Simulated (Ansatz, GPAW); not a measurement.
## A 9-layer slab of Pb(100): work function by functional and basis

How far do functional and basis move the work function of a 9-layer slab of Pb(100)?

Program: GPAW 26.7.0 and Ansatz 0.2.0. Level of theory: Ansatz plane waves; slab in vacuum with a dipole correction, relaxation, in the first sound run; inputs show where later runs differ. Results are calculated unless marked as measured.

## Step 1: Starting point

The cell holds 9 atoms: 9 Pb. Its edges and angles: a = 3.500 Å, b = 3.500 Å, c = 35.800 Å, α = 90.0°, β = 90.0°, γ = 90.0°. Vacuum lies along c.

## Step 2: Relaxation

The atoms are relaxed first, since the surface dipole, and with it the work function, follows the positions of the outer layers. The lowest 4 atoms are held at bulk positions and keep their forces.

Input file input.yaml:

```yaml
crystal:
  lattice:
    - [3.5001785669, 0.0, 0.0]
    - [0.0, 3.5001785669, 0.0]
    - [0.0, 0.0, 35.8]
  atoms:
    - { symbol: Pb, position: [0.0, 0.0, 0.2234636872] }
    - { symbol: Pb, position: [0.5, 0.5, 0.2925977654] }
    - { symbol: Pb, position: [0.0, 0.0, 0.3617318436] }
    - { symbol: Pb, position: [0.5, 0.5, 0.4308659218] }
    - { symbol: Pb, position: [0.0, 0.0, 0.5] }
    - { symbol: Pb, position: [0.5, 0.5, 0.5691340782] }
    - { symbol: Pb, position: [0.0, 0.0, 0.6382681564] }
    - { symbol: Pb, position: [0.5, 0.5, 0.7074022346] }
    - { symbol: Pb, position: [0.0, 0.0, 0.7765363128] }
kpoints:
  mp_grid: { grid: [9, 9, 1] }
hamiltonian:
  xc: pbe
scf:
  occupations: { method: fermi_dirac, width: 0.1 }
efield:
  axis: 3
  dipole_correction: true
  ramp_width: 0.05
relax:
  f_tol: 0.02
  max_steps: 60
  constraints: [{ sites: [0, 1, 2, 3] }]
output:
  write_potential: true
  write_density: true
  volumetric_format: npy
```

Started as:

```bash
ansatz run input.yaml --threads 4 --pin off --max-ram 8192MiB --backend cpu --events-out ev --progress --plain --runs-dir out
```

Numbers of over 12 decimals in the logs are rounded to 6 here.

Output:

```text
Engine: ansatz 0.2.0, x86_64-unknown-linux-gnu
Pseudopotentials: kind: paw
Pseudopotential: Pb, paw, valence charge 14, recommended cutoff 420 eV (normal), Pb.paw.azcp
Functional definition: PBE
  parameter kappa = 0.804
  parameter beta = 0.066725
  exchange = pbe_x(kappa = kappa, mu = beta*pi^2/3)
  correlation = pbe_c(beta = beta)
Crystal: 9 atoms, lattice volume = 438.595 Å³
Basis set: ecut = 420 eV, 8571 PW (Γ), exchange–correlation on 48×48×480 points (8 copies of the dense FFT grid, shifted against one another)
Bands: 76, of which v1, the nominal top of the filled ones, is band 63 counted from 1 (62 counted from 0)
Symmetry: 8 space group operations
k-points: 15 of 81
Non-local potential: Pb, projectors of the file, l = 0: 2, l = 1: 2, l = 2: 2, l = 3: 2
PAW form: soft (Blöchl's): semilocal exchange-correlation on the pseudo side does not see the compensation charge
PAW one-centre angular grid: Pb, 590 points (default); XC on 64 Gauss nodes
Initial density: superposition of atomic densities (neutral atoms: chi_scale 0, normalization atom), corrected by the library's trained network
Initial wavefunctions: pseudopotential atomic-orbital guess
Functional: x = pbe(κ = 0.804, μ = 0.219515), c = pbe(β = 0.066725)
SCF iter   1: F=—  HF=-107157.231337 eV  |F-HF|=—  |Δ(HF+E_count)|=         —  Δρ=1.11e-3  dr2=1.92e-1  ethr=1.77e-3  p=0.000 e·Å  D=8.18e-14 V/Å  ΔV_dip=-0.00 eV  dr2_dipole=9.40e-8  V_vac-E_F(+/−)=3.66/3.66 eV  ⟨swp⟩=6.9  Hψ=4503  notcnv=0  defer=1
efield: sawtooth ramp at fractional position 0.9750 (placed from the atoms, in the widest stretch of the axis that holds none; the zero of the levels goes with the place), width 0.0500; the density the first Hamiltonian is built on has a dipole p = 0.000 e·Å; the dipole correction subtracts the counter field D = 8.18e-14 V/Å, which shifts the + side's vacuum level by -0.00 eV against the − side's; the planar-averaged density in the ramp window peaks in size at 1.3e-5 e/Å³
preconditioner: auto → LDOS  [metal: Δε(μ)=0.005 eV  Ē_g=15.938 eV  σ=0.100 eV  W_gap=0.01  n_scr=84 (ndim 8)  ℏωp=19.9 eV  f_vac=0.347  D(μ)=4.80/eV (n_scr^D=16)  β→1.0]
SCF iter   2: F=—  HF=-107157.228824 eV  |F-HF|=—  |Δ(HF+E_count)|=   2.51e-3  Δρ=4.11e-4  dr2=2.01e-3  ethr=1.52e-4  p=-0.000 e·Å  D=-5.32e-6 V/Å  ΔV_dip=0.00 eV  dr2_dipole=1.04e-7  V_vac-E_F(+/−)=3.73/3.73 eV  ⟨swp⟩=2.0  Hψ=1449  notcnv=0  defer=10
SCF iter   3: F=—  HF=-107157.228826 eV  |F-HF|=—  |Δ(HF+E_count)|=   2.57e-6  Δρ=2.35e-4  dr2=6.89e-4  ethr=1.59e-6  p=-0.000 e·Å  D=-1.37e-6 V/Å  ΔV_dip=0.00 eV  dr2_dipole=1.18e-8  V_vac-E_F(+/−)=3.74/3.74 eV  ⟨swp⟩=2.1  Hψ=2154  notcnv=0  defer=10
SCF iter   4: F=—  HF=-107157.228736 eV  |F-HF|=—  |Δ(HF+E_count)|=   9.03e-5  Δρ=4.26e-5  dr2=4.88e-5  ethr=5.47e-7  p=-0.000 e·Å  D=-6.13e-7 V/Å  ΔV_dip=0.00 eV  dr2_dipole=9.33e-10  V_vac-E_F(+/−)=3.75/3.75 eV  ⟨swp⟩=2.5  Hψ=1985  notcnv=0  defer=10
iter 5 did not close the SCF: its close was put off for the readings that it lacked (scf_convergence_deferred on its scf_iter line)
SCF iter   5: F=-107157.228733 eV  HF=-107157.228734 eV  |F-HF|=1.45e-6  |Δ(HF+E_count)|=   1.94e-6  Δρ=1.56e-5  dr2=2.60e-6  ethr=3.87e-8  p=-0.000 e·Å  D=-3.61e-7 V/Å  ΔV_dip=0.00 eV  dr2_dipole=8.38e-11  V_vac-E_F(+/−)=3.75/3.75 eV  ⟨swp⟩=2.7  Hψ=1948  notcnv=0  defer=10
SCF iter   6: F=-107157.228734 eV  HF=-107157.228734 eV  |F-HF|=1.53e-8  |Δ(HF+E_count)|=   8.03e-8  Δρ=4.42e-6  dr2=1.39e-7  ethr=2.06e-9  p=-0.000 e·Å  D=-1.73e-7 V/Å  ΔV_dip=0.00 eV  dr2_dipole=1.26e-11  V_vac-E_F(+/−)=3.75/3.75 eV  ⟨swp⟩=9.3  Hψ=9552  notcnv=0
SCF 1 converged in 6 iterations: F = -107157.228734 eV  dr2 = 1.39e-7
  greatest PAW one-centre occupation: 0.978 electrons in one spin orbital (limit 2), on the Pb atom at site 8 (counted from 0), in its partial waves of l = 2
relax step   1: F+E_penalty+E_count = -107157.22873413 eV  Δ(F+E_penalty+E_count) = +0.000e0 eV  max|allowed force component| = 3.516e-1 eV/Å  Δτ_max = 0.0000 Å  (6 SCF iters, dr2 threshold 1.00e-5 eV, accepted)
Initial density: handed on by an earlier stage of this run
Initial wavefunctions: those handed on with the density
iter 1 solved again at ethr=4.09e-5 eV; its pass at ethr=3.10e-3 eV (dr2=5.16e-2 eV) is discarded
SCF iter   1: F=—  HF=-107157.264165 eV  |F-HF|=—  |Δ(HF+E_count)|=         —  Δρ=1.28e-3  dr2=5.29e-2  ethr=4.09e-5  p=-0.000 e·Å  D=-1.22e-7 V/Å  ΔV_dip=0.00 eV  dr2_dipole=2.48e-2  V_vac-E_F(+/−)=3.76/3.76 eV  ⟨swp⟩=1.1  Hψ=4357  notcnv=0  defer=10
efield: sawtooth ramp at fractional position 0.9750 (handed on by an earlier solve), width 0.0500; the density the first Hamiltonian is built on has a dipole p = -0.000 e·Å; the dipole correction subtracts the counter field D = -1.22e-7 V/Å, which shifts the + side's vacuum level by +0.00 eV against the − side's; the planar-averaged density in the ramp window peaks in size at 9.1e-7 e/Å³
preconditioner: auto → LDOS  [metal: Δε(μ)=0.025 eV  Ē_g=15.917 eV  σ=0.100 eV  W_gap=0.06  n_scr=84 (ndim 8)  ℏωp=19.9 eV  f_vac=0.344  D(μ)=4.96/eV (n_scr^D=16)  β→1.0]
SCF iter   2: F=—  HF=-107157.261910 eV  |F-HF|=—  |Δ(HF+E_count)|=   2.26e-3  Δρ=4.87e-4  dr2=7.24e-3  ethr=4.09e-5  p=-0.002 e·Å  D=-7.46e-4 V/Å  ΔV_dip=0.03 eV  dr2_dipole=4.09e-3  V_vac-E_F(+/−)=3.79/3.76 eV  ⟨swp⟩=1.4  Hψ=1128  notcnv=0  defer=10
SCF iter   3: F=—  HF=-107157.262035 eV  |F-HF|=—  |Δ(HF+E_count)|=   1.26e-4  Δρ=4.53e-4  dr2=1.87e-3  ethr=5.74e-6  p=-0.002 e·Å  D=-6.38e-4 V/Å  ΔV_dip=0.02 eV  dr2_dipole=2.94e-4  V_vac-E_F(+/−)=3.78/3.76 eV  ⟨swp⟩=2.0  Hψ=2133  notcnv=0  defer=11
SCF iter   4: F=—  HF=-107157.261620 eV  |F-HF|=—  |Δ(HF+E_count)|=   4.15e-4  Δρ=8.11e-5  dr2=6.60e-5  ethr=1.48e-6  p=-0.001 e·Å  D=-6.07e-4 V/Å  ΔV_dip=0.02 eV  dr2_dipole=2.23e-5  V_vac-E_F(+/−)=3.78/3.76 eV  ⟨swp⟩=2.1  Hψ=1923  notcnv=0  defer=11
SCF iter   5: F=-107157.261608 eV  HF=-107157.261611 eV  |F-HF|=2.41e-6  |Δ(HF+E_count)|=   9.31e-6  Δρ=1.89e-5  dr2=2.63e-6  ethr=6.13e-9  p=-0.001 e·Å  D=-5.76e-4 V/Å  ΔV_dip=0.02 eV  dr2_dipole=5.88e-7  V_vac-E_F(+/−)=3.78/3.76 eV  ⟨swp⟩=12.5  Hψ=11458  notcnv=0
SCF 2 converged in 5 iterations: F = -107157.261608 eV  dr2 = 2.63e-6
  greatest PAW one-centre occupation: 0.978 electrons in one spin orbital (limit 2), on the Pb atom at site 0 (counted from 0), in its partial waves of l = 2
relax step   2: F+E_penalty+E_count = -107157.26160841 eV  Δ(F+E_penalty+E_count) = -3.287e-2 eV  max|allowed force component| = 1.028e-1 eV/Å  Δτ_max = 0.1936 Å  (5 SCF iters, dr2 threshold 7.73e-6 eV, accepted)
[...]
preconditioner: auto → LDOS  [metal: Δε(μ)=0.011 eV  Ē_g=15.899 eV  σ=0.100 eV  W_gap=0.03  n_scr=84 (ndim 8)  ℏωp=19.9 eV  f_vac=0.339  D(μ)=5.05/eV (n_scr^D=16)  β→1.0]
SCF iter   2: F=—  HF=-107157.273800 eV  |F-HF|=—  |Δ(HF+E_count)|=   1.69e-3  Δρ=7.35e-4  dr2=1.57e-2  ethr=4.27e-5  p=-0.003 e·Å  D=-1.17e-3 V/Å  ΔV_dip=0.04 eV  dr2_dipole=1.04e-2  V_vac-E_F(+/−)=3.81/3.77 eV  ⟨swp⟩=2.5  Hψ=2151  notcnv=0  defer=9
SCF iter   3: F=—  HF=-107157.273549 eV  |F-HF|=—  |Δ(HF+E_count)|=   2.52e-4  Δρ=5.85e-4  dr2=2.46e-3  ethr=1.25e-5  p=-0.002 e·Å  D=-9.27e-4 V/Å  ΔV_dip=0.03 eV  dr2_dipole=1.31e-4  V_vac-E_F(+/−)=3.80/3.77 eV  ⟨swp⟩=2.0  Hψ=2103  notcnv=0  defer=9
SCF iter   4: F=—  HF=-107157.272837 eV  |F-HF|=—  |Δ(HF+E_count)|=   7.12e-4  Δρ=5.32e-5  dr2=5.62e-5  ethr=1.95e-6  p=-0.002 e·Å  D=-9.01e-4 V/Å  ΔV_dip=0.03 eV  dr2_dipole=3.32e-5  V_vac-E_F(+/−)=3.80/3.77 eV  ⟨swp⟩=2.0  Hψ=2035  notcnv=0  defer=9
SCF iter   5: F=—  HF=-107157.272893 eV  |F-HF|=—  |Δ(HF+E_count)|=   5.62e-5  Δρ=1.46e-5  dr2=2.13e-6  ethr=4.46e-8  p=-0.002 e·Å  D=-8.41e-4 V/Å  ΔV_dip=0.03 eV  dr2_dipole=9.03e-7  V_vac-E_F(+/−)=3.80/3.77 eV  ⟨swp⟩=2.0  Hψ=1684  notcnv=0  defer=7
SCF iter   6: F=-107157.272894 eV  HF=-107157.272894 eV  |F-HF|=8.50e-8  |Δ(HF+E_count)|=   5.32e-7  Δρ=4.26e-6  dr2=1.10e-7  ethr=5.25e-10  p=-0.002 e·Å  D=-8.22e-4 V/Å  ΔV_dip=0.03 eV  dr2_dipole=1.25e-9  V_vac-E_F(+/−)=3.80/3.77 eV  ⟨swp⟩=11.0  Hψ=9137  notcnv=0
SCF 3 converged in 6 iterations: F = -107157.272894 eV  dr2 = 1.10e-7
relax step   3: F+E_penalty+E_count = -107157.27289398 eV  Δ(F+E_penalty+E_count) = -1.129e-2 eV  max|allowed force component| = 2.502e-2 eV/Å  Δτ_max = 0.1950 Å  (6 SCF iters, dr2 threshold 6.61e-7 eV, accepted)
SCF iter   1: F=—  HF=-107157.273800 eV  |F-HF|=—  |Δ(HF+E_count)|=         —  Δρ=5.78e-4  dr2=5.30e-3  ethr=4.47e-5  p=-0.002 e·Å  D=-8.22e-4 V/Å  ΔV_dip=0.03 eV  dr2_dipole=4.78e-5  V_vac-E_F(+/−)=3.80/3.77 eV  ⟨swp⟩=5.0  Hψ=3082  notcnv=0  defer=15
efield: sawtooth ramp at fractional position 0.9750 (handed on by an earlier solve), width 0.0500; the density the first Hamiltonian is built on has a dipole p = -0.002 e·Å; the dipole correction subtracts the counter field D = -8.22e-4 V/Å, which shifts the + side's vacuum level by +0.03 eV against the − side's; the planar-averaged density in the ramp window peaks in size at 1.3e-6 e/Å³
preconditioner: auto → LDOS  [metal: Δε(μ)=0.055 eV  Ē_g=15.893 eV  σ=0.100 eV  W_gap=0.13  n_scr=84 (ndim 8)  ℏωp=19.9 eV  f_vac=0.337  D(μ)=5.11/eV (n_scr^D=16)  β→1.0]
SCF iter   2: F=—  HF=-107157.273695 eV  |F-HF|=—  |Δ(HF+E_count)|=   1.05e-4  Δρ=2.11e-4  dr2=4.82e-3  ethr=4.21e-6  p=-0.002 e·Å  D=-8.21e-4 V/Å  ΔV_dip=0.03 eV  dr2_dipole=4.30e-3  V_vac-E_F(+/−)=3.81/3.78 eV  ⟨swp⟩=2.3  Hψ=1830  notcnv=0  defer=15
SCF iter   3: F=—  HF=-107157.273606 eV  |F-HF|=—  |Δ(HF+E_count)|=   8.89e-5  Δρ=5.78e-5  dr2=5.51e-4  ethr=3.83e-6  p=-0.002 e·Å  D=-7.71e-4 V/Å  ΔV_dip=0.03 eV  dr2_dipole=5.60e-4  V_vac-E_F(+/−)=3.80/3.77 eV  ⟨swp⟩=1.0  Hψ=1119  notcnv=0  defer=15
SCF iter   4: F=—  HF=-107157.273617 eV  |F-HF|=—  |Δ(HF+E_count)|=   1.07e-5  Δρ=9.69e-5  dr2=9.72e-5  ethr=4.37e-7  p=-0.002 e·Å  D=-7.38e-4 V/Å  ΔV_dip=0.03 eV  dr2_dipole=2.30e-5  V_vac-E_F(+/−)=3.80/3.77 eV  ⟨swp⟩=2.2  Hψ=1598  notcnv=0  defer=15
SCF iter   5: F=—  HF=-107157.273640 eV  |F-HF|=—  |Δ(HF+E_count)|=   2.38e-5  Δρ=6.42e-6  dr2=5.05e-7  ethr=7.71e-8  p=-0.002 e·Å  D=-7.25e-4 V/Å  ΔV_dip=0.03 eV  dr2_dipole=1.46e-7  V_vac-E_F(+/−)=3.80/3.77 eV  ⟨swp⟩=2.0  Hψ=2013  notcnv=0  defer=15
SCF iter   6: F=-107157.273640 eV  HF=-107157.273640 eV  |F-HF|=7.51e-8  |Δ(HF+E_count)|=   3.00e-8  Δρ=2.16e-6  dr2=6.50e-8  ethr=7.94e-11  p=-0.002 e·Å  D=-7.21e-4 V/Å  ΔV_dip=0.03 eV  dr2_dipole=4.24e-8  V_vac-E_F(+/−)=3.80/3.77 eV  ⟨swp⟩=10.9  Hψ=8738  notcnv=0
SCF 4 converged in 6 iterations: F = -107157.273640 eV  dr2 = 6.50e-8
relax step   4: F+E_penalty+E_count = -107157.27364019 eV  Δ(F+E_penalty+E_count) = -7.462e-4 eV  max|allowed force component| = 1.200e-2 eV/Å  Δτ_max = 0.0767 Å  (6 SCF iters, accepted)
NSCF: frozen V_eff on 15 k-points
the band table was solved once a step of the walk had ended and its energy, with any forces and stress, was formed, with the checks that follow a solve (5806 applications of the Hamiltonian). They found nothing against the state; the energy, forces and stress were not computed again (output.eigenvalues in the input reference)
WARN: The output density's exchange-correlation potential varies sharply where the density is thin. Do not read a vacuum level from v_tot or v_xc, or from such a field of the output density. On a cell that repeats whose density bears no net charge and no dipole along the vacuum's axis use v_es (v_loc + v_h of the components); under efield.dipole_correction with no amplitude use v_es + v_field, which holds any externa [...]
SCF converged after 6 iterations
Free energy (F): -107157.273640 eV
Harris-Foulkes:  -107157.273640 eV  (|F-HF|=7.51e-8)
Internal energy: -107157.105591 eV  (E = F + TS)
E sigma→0 (E₀):  -107157.189616 eV
Entropy (-TS):   -0.168049 eV (-18.672 meV/atom)
Fermi energy:    5.407222 eV
Dipole field:    D = -0.000534 V/Å  (p = -0.001295 e·Å, saw-weighted, corrected)
Work function:   Φ+ = 3.7957 eV   Φ− = 3.7766 eV
Levels:          The Fermi level and band energies are counted from a zero that moves with the ramp; work functions are not
--- Per-component energies (eV) ---
  E_band       = -1027.943474
  E_kinetic    = 2596.890688
  E_local      = -102915.546802  (includes V_loc(G=0)·N_el)
  E_nonlocal   = 3145.822647
  E_hartree    = 50173.361232
  E_xc         = -1984.976211
  E_vxc        = -1189.628348  (∫ρ·V_xc dr)
  E_paw        = -93649.753594  (= ΣΔE_a)
  E_vpaw       = -3012.204266  (= ΣTr[D̂ρ^β])
  E_aug_tail   = 0.000440  (compensation charges beyond the density's cutoff)
  E_efield     = 0.000000  (sawtooth field / dipole correction)
  E_vefield    = 0.010126  (∫n·V_field dr)
  E_ewald      = 35477.096007
  E_smearing   = -0.168049  (= −TS)
  E_closure    = -0.000000  (closes the sum)
  Σ components = -107157.273640   (vs F -107157.273640, Δ=0.00e0)
--- Forces (eV/Å), atoms counted from 1 ---
  atom   1  Pb    -0.00000000     0.00000000     0.09352932
  atom   2  Pb     0.00000000     0.00000000    -0.33370251
  atom   3  Pb    -0.00000000     0.00000000     0.13386381
  atom   4  Pb     0.00000000     0.00000000     0.10194220
  atom   5  Pb     0.00000000     0.00000000     0.00122260
  atom   6  Pb     0.00000000     0.00000000     0.00672457
  atom   7  Pb    -0.00000000     0.00000000     0.00098873
  atom   8  Pb    -0.00000000     0.00000000     0.00745479
  atom   9  Pb    -0.00000000     0.00000000    -0.01200464
  max |Σ_I F_I| component: 1.89e-5 eV/Å
--- Band table (eV; the first three rows and the last of 15) ---
  k-point 0: bands = [... 59 lower, 7.6700, 7.6700, 7.8604, 7.9190, 7.9190, 8.3044, 8.3044, 8.7353, ... 9 higher]
  k-point 1: bands = [... 59 lower, 6.4602, 6.7498, 6.9363, 7.4356, 7.8538, 7.8860, 8.0982, 8.2094, ... 9 higher]
  k-point 2: bands = [... 59 lower, 4.8399, 5.0955, 5.5852, 6.1011, 6.5549, 7.2176, 7.5637, 8.3201, ... 9 higher]
  k-point 14: bands = [... 59 lower, 3.2689, 3.5331, 3.5410, 3.9827, 4.2516, 4.4971, 5.0658, 5.0705, ... 9 higher]
--- Relaxed structure (4 steps of the walk, 4 accepted, 0 SCFs on fresh bases) ---
  F+E_penalty+E_count = -107157.27364019 eV   max|allowed force component| = 1.200e-2 eV/Å
  atoms:
    - { symbol: Pb, position: [0.0, 0.0, 0.223464] }
    - { symbol: Pb, position: [0.5, 0.5, 0.2925977654] }
    - { symbol: Pb, position: [0.0, 0.0, 0.361732] }
    - { symbol: Pb, position: [0.5, 0.5, 0.430866] }
    - { symbol: Pb, position: [0, 0.0, 0.502797] }
    - { symbol: Pb, position: [0.5, 0.5, 0.574443] }
    - { symbol: Pb, position: [0, 0.0, 0.645089] }
    - { symbol: Pb, position: [0.5, 0.5, 0.719923] }
    - { symbol: Pb, position: [0, 0.0, 0.786898] }
```

The job ended after 34 s (4 threads of AMD EPYC 7R13 (Zen 3), shared host; peak memory 1.2 GiB).

The steps of the relaxation:

```
step  energy less that of the first step (eV)  largest force component (eV/Å)
   1                                   0.0000                          0.3516
   2                                  -0.0329                          0.1028
   3                                  -0.0442                          0.0250
   4                                  -0.0449                          0.0120
```

Forces are held to the 8 operations that the run works with; a distortion that breaks them can't arise in this run.

The atoms that moved most (Å):

```
atom     dx     dy     dz  length
 Pb8  0.000  0.000  0.448   0.448
 Pb9  0.000  0.000  0.371   0.371
 Pb7  0.000  0.000  0.244   0.244
 Pb6  0.000  0.000  0.190   0.190
 Pb5  0.000  0.000  0.100   0.100
```

This step gave:

- free energy: -107157.2736 eV
- smearing term TS: 0.1680 eV
- symmetry operations: 8
- upper work function: 3.796 eV
- lower work function: 3.777 eV
- dipole along the normal: -0.001295 e·Å
- dipole field: -5.34e-4 V/Å
- vacuum level above: 9.203 eV
- vacuum level below: 9.184 eV

The electrostatic potential energy of an electron (with the applied field's), less the Fermi level, planar mean oscillates, so the rows of the table below give means over windows of 2.54 Å about each position, cut where the curve ends. Its maxima inside the range that stand out by 2 % of the span (Å: eV): 9.2: -0.0178, 11.8: -0.156, 14.2: -0.0598, 16.7: 0.414, 19.2: 0.364, 21.8: 0.178, 24.5: 0.810, 27.0: -0.407. Its minima: 8.1: -9.77, 10.4: -9.82, 13.0: -9.86, 15.4: -9.83, 18.0: -9.72, 20.6: -9.82, 23.1: -9.81, 25.8: -9.78, 28.2: -9.78.

The electrostatic potential energy of an electron (with the applied field's), less the Fermi level, planar mean by z; means over each step:

z (Å), electrostatic potential energy of an electron (with the applied field's), less the Fermi level, planar mean (eV) and a bar from the least value:
```
     1.27       3.78 ##############################
     3.81       3.77 ##############################
     6.35       1.09 ######################
     8.89      -5.58 #
    11.43      -5.65 #
    13.97      -5.65 #
    16.51      -5.11 ###
    19.05      -5.13 ###
    21.59      -5.35 ##
    24.13      -4.62 ####
    26.67      -5.96 
    29.21      -2.05 ############
    31.75       3.77 ##############################
    34.29       3.80 ##############################
```

The valence density, planar mean oscillates, so the rows of the table below give means over windows of 2.54 Å about each position, cut where the curve ends. Its maxima inside the range that stand out by 2 % of the span (Å: e/Å³): 8.1: 0.933, 10.4: 0.938, 13.0: 0.940, 15.4: 0.931, 18.0: 0.935, 20.6: 0.939, 23.1: 0.938, 25.8: 0.938, 28.2: 0.939. Its minima: 9.2: 0.144, 11.8: 0.145, 14.2: 0.143, 16.7: 0.126, 19.2: 0.128, 21.8: 0.135, 24.5: 0.111, 27.0: 0.158.

The valence density, planar mean by z; means over each step:

```csv
z (Å),"valence density, planar mean (e/Å³)"
1.27,0
3.81,2.1e-4
6.35,0.102
8.89,0.467
11.43,0.469
13.97,0.471
16.51,0.439
19.05,0.442
21.59,0.453
24.13,0.410
26.67,0.490
29.21,0.305
31.75,8.6e-4
34.29,2.6e-6
```

The relaxation lowered the energy of the cell by 0.0449 eV.

[end of part 1 of 3]

[Logs are printed without paths, hosts, clocks, repeated set-up lines and the standing remarks that a program may print on its own settings, such as how far it seeks lower states.]

[Hosts, paths, dates, database ids (printed as entryN), source tags and the programs' standing remarks are cut or masked in the printed files.]
